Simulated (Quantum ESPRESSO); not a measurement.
## Li3Os (Pm-3m): zone-centre phonons

Aim: the zone-centre modes of Li3Os (Pm-3m).

Main program and level: Quantum ESPRESSO 7.5; DFT LDA, scalar-relativistic, plane waves, PseudoDojo norm-conserving pseudopotentials.

The structure was built from a prototype and need not be the compound's stable phase.

### Step 1. Set-up

Symmetry: Pm-3m, No. 221, cubic system. The conventional cell has a = 4.199 Å, b = 4.199 Å, c = 4.199 Å, α = 90.00°, β = 90.00°, γ = 90.00°. Nearest to Os lie 12 Li at 2.97 Å. Nearest to Li lie 4 Os at 2.97 Å and 8 Li at 2.97 Å. Farther neighbours are not listed.

### Step 2. A probe with smearing

Before anything dear is run, a loose run with smearing shows whether this is a metal and how far the cell is from rest.

probe.in

```
 &control
    calculation='scf',
    prefix='x',
    outdir='./tmp',
    pseudo_dir='./pseudo',
    tprnfor=.true.,
    tstress=.true.,
    verbosity='high',
 /
 &system
    ibrav=0,
    nat=4,
    ntyp=2,
    ecutwfc=74.0,
    occupations='smearing',
    smearing='gaussian',
    degauss=0.01,
 /
 &electrons
    conv_thr=1.0d-07,
    mixing_beta=0.7,
    electron_maxstep=100,
 /
ATOMIC_SPECIES
 Os    190.2300  Os.upf
 Li      6.9400  Li.upf
CELL_PARAMETERS angstrom
     4.198639010    0.000000000    0.000000000
     0.000000000    4.198639010    0.000000000
     0.000000000    0.000000000    4.198639010
ATOMIC_POSITIONS crystal
 Os     0.000000000   0.000000000   0.000000000
 Li     0.000000000   0.500000000   0.500000000
 Li     0.500000000   0.000000000   0.500000000
 Li     0.500000000   0.500000000   0.000000000
K_POINTS automatic
 4 4 4 0 0 0
```

Command:

```sh
> OMP_NUM_THREADS=1 mpirun -n 4 pw.x -nk 4 -in probe.in > probe.out
```

The log of the run:

```text
[banners, grids, parts of the stress and lines that vanish by symmetry left out]
Program PWSCF v.7.5
     Message from routine setup:
     using ibrav=0 with symmetry is DISCOURAGED, use correct ibrav instead
[...]
kinetic-energy cutoff     =      74.0000  Ry
     charge density cutoff     =     296.0000  Ry
     scf convergence threshold =      1.0E-07
[...]
Exchange-correlation= SLA  PW   NOGX NOGC
                           (   1   4   0   0   0   0   0)
[...]
48 Sym. Ops., with inversion, found
[...]
(     0          1          0      )
                  (     0          0          1      )
[...]
(  0.0000000  1.0000000  0.0000000 )
                  (  0.0000000  0.0000000  1.0000000 )
[...]
(     0         -1          0      )
                  (     0          0          1      )
[...]
(     1          0          0      )
[...]
( -1.0000000  0.0000000  0.0000000 )
                  (  0.0000000  1.0000000  0.0000000 )
[...]
number of k points=    10  Gaussian smearing, width (Ry)=  0.0100
[...]
End of self-consistent calculation
[...]
the Fermi energy is     4.5921 ev
!    total energy              =    -244.97498036 Ry
[...]
convergence has been achieved in   7 iterations
[...]
atom    1 type  1   force =     0.00000000    0.00000000    0.00000000
     atom    2 type  2   force =     0.00000000    0.00000000    0.00000000
     atom    3 type  2   force =     0.00000000    0.00000000    0.00000000
     atom    4 type  2   force =     0.00000000    0.00000000    0.00000000
[...]
Total force =     0.000000     Total SCF correction =     0.000000
[...]
total   stress  (Ry/bohr**3)                   (kbar)     P=     -122.14
[...]
XML data file, charge density, pseudopotentials, collected wavefunctions

   JOB DONE.
```

It took 3.5 s on 4 MPI ranks of Arm Neoverse V2, shared host; 14 s of CPU time.

Read from the output:

```yaml
volume_per_atom: 18.50 Å³
pressure: -12.21 GPa
gap_on_the_k_mesh: 0 eV
```

No gap opens on this mesh, so smearing is kept; the start stands at -12 GPa.

### Step 3. Relaxing the cell and atoms

The relaxation runs at a cutoff a fifth above that of the response, since stress converges more slowly with the basis than frequencies do. Forces and stress are brought to rest with tight thresholds.

relax.in

```
 &control
    calculation='vc-relax',
    prefix='x',
    outdir='./tmp',
    pseudo_dir='./pseudo',
    tprnfor=.true.,
    tstress=.true.,
    forc_conv_thr=2.0d-05,
    etot_conv_thr=1.0d-07,
    nstep=40,
 /
 &system
    ibrav=0,
    nat=4,
    ntyp=2,
    ecutwfc=89,
    occupations='smearing',
    smearing='mv',
    degauss=0.02,
 /
 &electrons
    conv_thr=1.0d-11,
    mixing_beta=0.7,
    electron_maxstep=100,
 /
 &ions
 /
 &cell
    press_conv_thr=0.2,
 /
ATOMIC_SPECIES
 Os    190.2300  Os.upf
 Li      6.9400  Li.upf
CELL_PARAMETERS angstrom
     4.198639010    0.000000000    0.000000000
     0.000000000    4.198639010    0.000000000
     0.000000000    0.000000000    4.198639010
ATOMIC_POSITIONS crystal
 Os     0.000000000   0.000000000   0.000000000
 Li     0.000000000   0.500000000   0.500000000
 Li     0.500000000   0.000000000   0.500000000
 Li     0.500000000   0.500000000   0.000000000
K_POINTS automatic
 10 10 10 0 0 0
```

Command:

```sh
> OMP_NUM_THREADS=1 mpirun -n 4 pw.x -nk 4 -in relax.in > relax.out
```

The log of the run:

```text
[banners, grids, parts of the stress and lines that vanish by symmetry left out]
[banner, memory and clock lines left out]
Program PWSCF v.7.5

[...]
kinetic-energy cutoff     =      89.0000  Ry
     charge density cutoff     =     356.0000  Ry
     scf convergence threshold =      1.0E-11
[...]
energy convergence thresh.=      1.0E-07
     force convergence thresh. =      2.0E-05
     press convergence thresh. =      2.0E-01
     Exchange-correlation= SLA  PW   NOGX NOGC
                           (   1   4   0   0   0   0   0)
[...]
48 Sym. Ops., with inversion, found
[...]
number of k points=    56  Marzari-Vanderbilt smearing, width (Ry)=  0.0200
[...]
End of self-consistent calculation
[...]
the Fermi energy is     4.3501 ev
!    total energy              =    -244.97551883 Ry
[...]
convergence has been achieved in  10 iterations
[...]
atom    1 type  1   force =     0.00000000    0.00000000    0.00000000
     atom    2 type  2   force =     0.00000000    0.00000000    0.00000000
     atom    3 type  2   force =     0.00000000    0.00000000    0.00000000
     atom    4 type  2   force =     0.00000000    0.00000000    0.00000000
     Total force =     0.000000     Total SCF correction =     0.000000
[...]
total   stress  (Ry/bohr**3)                   (kbar)     P=     -123.56
[...]
number of bfgs steps    =   0
[...]
CELL_PARAMETERS (angstrom)
[...]
ATOMIC_POSITIONS (crystal)
Os               0.0000000000        0.0000000000        0.0000000000
Li               0.0000000000        0.5000000000        0.5000000000
Li               0.5000000000        0.0000000000        0.5000000000
Li               0.5000000000        0.5000000000        0.0000000000
[...]
New effective cutoffs (rho, wfc):  370.33   92.85
[...]
End of self-consistent calculation
[...]
the Fermi energy is     4.8280 ev
!    total energy              =    -245.00113125 Ry
[...]
convergence has been achieved in  10 iterations
[...]
atom    1 type  1   force =     0.00000000    0.00000000    0.00000000
     atom    2 type  2   force =     0.00000000    0.00000000    0.00000000
     atom    3 type  2   force =     0.00000000    0.00000000    0.00000000
     atom    4 type  2   force =     0.00000000    0.00000000    0.00000000
     Total force =     0.000000     Total SCF correction =     0.000000
[...]
total   stress  (Ry/bohr**3)                   (kbar)     P=     -120.51
[...]
number of bfgs steps    =   1
[...]
WARNING: bfgs curvature condition failed, Theta= 0.856
[...]
CELL_PARAMETERS (angstrom)
[...]
ATOMIC_POSITIONS (crystal)
[...]
New effective cutoffs (rho, wfc):  395.37   99.12
[...]
End of self-consistent calculation
[...]
the Fermi energy is     5.6326 ev
!    total energy              =    -245.03555506 Ry
[...]
convergence has been achieved in  10 iterations
[...]
atom    1 type  1   force =     0.00000000    0.00000000    0.00000000
     atom    2 type  2   force =     0.00000000    0.00000000    0.00000000
     atom    3 type  2   force =     0.00000000    0.00000000    0.00000000
     atom    4 type  2   force =     0.00000000    0.00000000    0.00000000
     Total force =     0.000000     Total SCF correction =     0.000000
[...]
number of bfgs steps    =   4
[...]
New effective cutoffs (rho, wfc):  470.57  117.98
[...]
the Fermi energy is     8.2363 ev
!    total energy              =    -245.08352569 Ry
[...]
convergence has been achieved in   9 iterations
[...]
Total force =     0.000000     Total SCF correction =     0.000000
[...]
total   stress  (Ry/bohr**3)                   (kbar)     P=      -10.40
[...]
number of bfgs steps    =   5
[...]
New effective cutoffs (rho, wfc):  474.86  119.05
[...]
the Fermi energy is     8.3927 ev
!    total energy              =    -245.08370205 Ry
[...]
convergence has been achieved in   7 iterations
[...]
Total force =     0.000000     Total SCF correction =     0.000000
[...]
total   stress  (Ry/bohr**3)                   (kbar)     P=       -1.24
[...]
number of bfgs steps    =   6
[...]
New effective cutoffs (rho, wfc):  475.43  119.19
[...]
the Fermi energy is     8.4138 ev
!    total energy              =    -245.08370446 Ry
[...]
convergence has been achieved in   7 iterations
[...]
Total force =     0.000000     Total SCF correction =     0.000000
[...]
total   stress  (Ry/bohr**3)                   (kbar)     P=        0.03
[...]
number of bfgs steps    =   7
[...]
small trust_radius: resetting bfgs history
[...]
CELL_PARAMETERS (angstrom)
[...]
ATOMIC_POSITIONS (crystal)
[...]
New effective cutoffs (rho, wfc):  475.43  119.19
[...]
End of self-consistent calculation
[...]
the Fermi energy is     8.4136 ev
!    total energy              =    -245.08370446 Ry
[...]
convergence has been achieved in   3 iterations
[...]
atom    1 type  1   force =     0.00000000    0.00000000    0.00000000
     atom    2 type  2   force =     0.00000000    0.00000000    0.00000000
     atom    3 type  2   force =     0.00000000    0.00000000    0.00000000
     atom    4 type  2   force =     0.00000000    0.00000000    0.00000000
     Total force =     0.000000     Total SCF correction =     0.000000
[...]
total   stress  (Ry/bohr**3)                   (kbar)     P=        0.02
[...]
bfgs converged in   9 scf cycles and   8 bfgs steps
[...]
End of BFGS Geometry Optimization
     Final enthalpy           =    -245.0837044589 Ry
     File ./tmp/x.bfgs deleted, as requested
[...]
CELL_PARAMETERS (angstrom)
[...]
ATOMIC_POSITIONS (crystal)
[...]
Li               0.5000000000        0.0000000000        0.5000000000
Li               0.5000000000        0.5000000000        0.0000000000
[...]
Final scf calculation at the relaxed structure.
[...]
kinetic-energy cutoff     =      89.0000  Ry
     charge density cutoff     =     356.0000  Ry
     scf convergence threshold =      1.0E-13
[...]
press convergence thresh. =      2.0E-01
     Exchange-correlation= SLA  PW   NOGX NOGC
                           (   1   4   0   0   0   0   0)
[...]
48 Sym. Ops., with inversion, found
[...]
number of k points=    56  Marzari-Vanderbilt smearing, width (Ry)=  0.0200
[...]
End of self-consistent calculation
[...]
the Fermi energy is     8.4136 ev
!    total energy              =    -245.08365847 Ry
[...]
convergence has been achieved in  10 iterations
[...]
atom    1 type  1   force =     0.00000000    0.00000000    0.00000000
     atom    2 type  2   force =     0.00000000    0.00000000    0.00000000
     atom    3 type  2   force =     0.00000000    0.00000000    0.00000000
     atom    4 type  2   force =     0.00000000    0.00000000    0.00000000
     Total force =     0.000000     Total SCF correction =     0.000000
[...]
total   stress  (Ry/bohr**3)                   (kbar)     P=       -0.01
[...]
XML data file, charge density, pseudopotentials, collected wavefunctions
```

Run time: 2.7 min. Hardware: 4 MPI ranks.

Step by step:

```tsv
step	energy less that of the first step (eV)	largest force (eV/Å)	pressure (GPa)	volume (Å³)
1	0.0000	0.0000	-12.36	74.02
2	-0.3485	0.0000	-12.05	69.45
3	-0.8168	0.0000	-10.90	62.96
4	-1.3274	0.0000	-6.66	54.00
5	-1.4061	0.0000	6.34	44.19
6	-1.4695	0.0000	-1.04	48.49
7	-1.4719	0.0000	-0.12	47.83
8	-1.4719	0.0000	0.00	47.75
9	-1.4719	0.0000	0.00	47.75
10	-1.4713	0.0000	0.00	47.75
```

```tsv
cell as run	before	after	change
a (Å)	4.199	3.628	-13.6 %
b (Å)	4.199	3.628	-13.6 %
c (Å)	4.199	3.628	-13.6 %
volume (Å³/atom)	18.50	11.94	-35.5 %
```

The last row of the table of steps is pw.x's closing run on a basis chosen anew for the final cell, so its energy can jump.

This step gave:

```
volume per atom : 11.94 Å³
pressure        : -0.001 GPa
```

The volume changes by -35.5 % from the cell with which this run began.

### Step 4. Ground state

Perturbation theory inherits every error of the wavefunctions, so the threshold is set near the limit of the arithmetic. Smearing stays on, as the first look found no gap above 0.3 eV.

scf.in

```
 &control
    calculation='scf',
    prefix='x',
    outdir='./tmp',
    pseudo_dir='./pseudo',
    tprnfor=.true.,
    tstress=.true.,
 /
 &system
    ibrav=0,
    nat=4,
    ntyp=2,
    ecutwfc=74.0,
    occupations='smearing',
    smearing='mv',
    degauss=0.02,
 /
 &electrons
    conv_thr=1.0d-12,
    mixing_beta=0.7,
    electron_maxstep=100,
 /
ATOMIC_SPECIES
 Os    190.2300  Os.upf
 Li      6.9400  Li.upf
CELL_PARAMETERS angstrom
     3.627829536    0.000000000    0.000000000
     0.000000000    3.627829536    0.000000000
     0.000000000    0.000000000    3.627829536
ATOMIC_POSITIONS crystal
 Os     0.000000000   0.000000000   0.000000000
 Li     0.000000000   0.500000000   0.500000000
 Li     0.500000000   0.000000000   0.500000000
 Li     0.500000000   0.500000000   0.000000000
K_POINTS automatic
 10 10 10 0 0 0
```

Command:

```sh
> OMP_NUM_THREADS=1 mpirun -n 4 pw.x -nk 4 -in scf.in > scf.out
```

The log of the run:

```text
[banners, grids, parts of the stress and lines that vanish by symmetry left out]
[banner, memory and clock lines left out]
Program PWSCF v.7.5

[...]
kinetic-energy cutoff     =      74.0000  Ry
     charge density cutoff     =     296.0000  Ry
     scf convergence threshold =      1.0E-12
[...]
Exchange-correlation= SLA  PW   NOGX NOGC
                           (   1   4   0   0   0   0   0)
[...]
48 Sym. Ops., with inversion, found
[...]
number of k points=    56  Marzari-Vanderbilt smearing, width (Ry)=  0.0200
[...]
End of self-consistent calculation
[...]
the Fermi energy is     8.4137 ev
!    total energy              =    -245.08359546 Ry
[...]
convergence has been achieved in  10 iterations
[...]
atom    1 type  1   force =     0.00000000    0.00000000    0.00000000
     atom    2 type  2   force =     0.00000000    0.00000000    0.00000000
     atom    3 type  2   force =     0.00000000    0.00000000    0.00000000
     atom    4 type  2   force =     0.00000000    0.00000000    0.00000000
     Total force =     0.000000     Total SCF correction =     0.000000
[...]
total   stress  (Ry/bohr**3)                   (kbar)     P=       -0.25
[...]
XML data file, charge density, pseudopotentials, collected wavefunctions
```

Wall time 11 s (4 MPI ranks).

This step gave:

- pressure: -0.02500 GPa

The cell stands at -0.025 GPa, close enough for phonons.

(Continued in part 2 of 2.)

[Host names and launcher messages were left out of these logs when they were recorded.]

[Logs are printed without paths, hosts, clocks, repeated set-up lines and the standing remarks that a program may print on its own settings, such as how far it seeks lower states.]

[Hosts, paths, dates, database ids (printed as entryN), source tags and the programs' standing remarks are cut or masked in the printed files.]
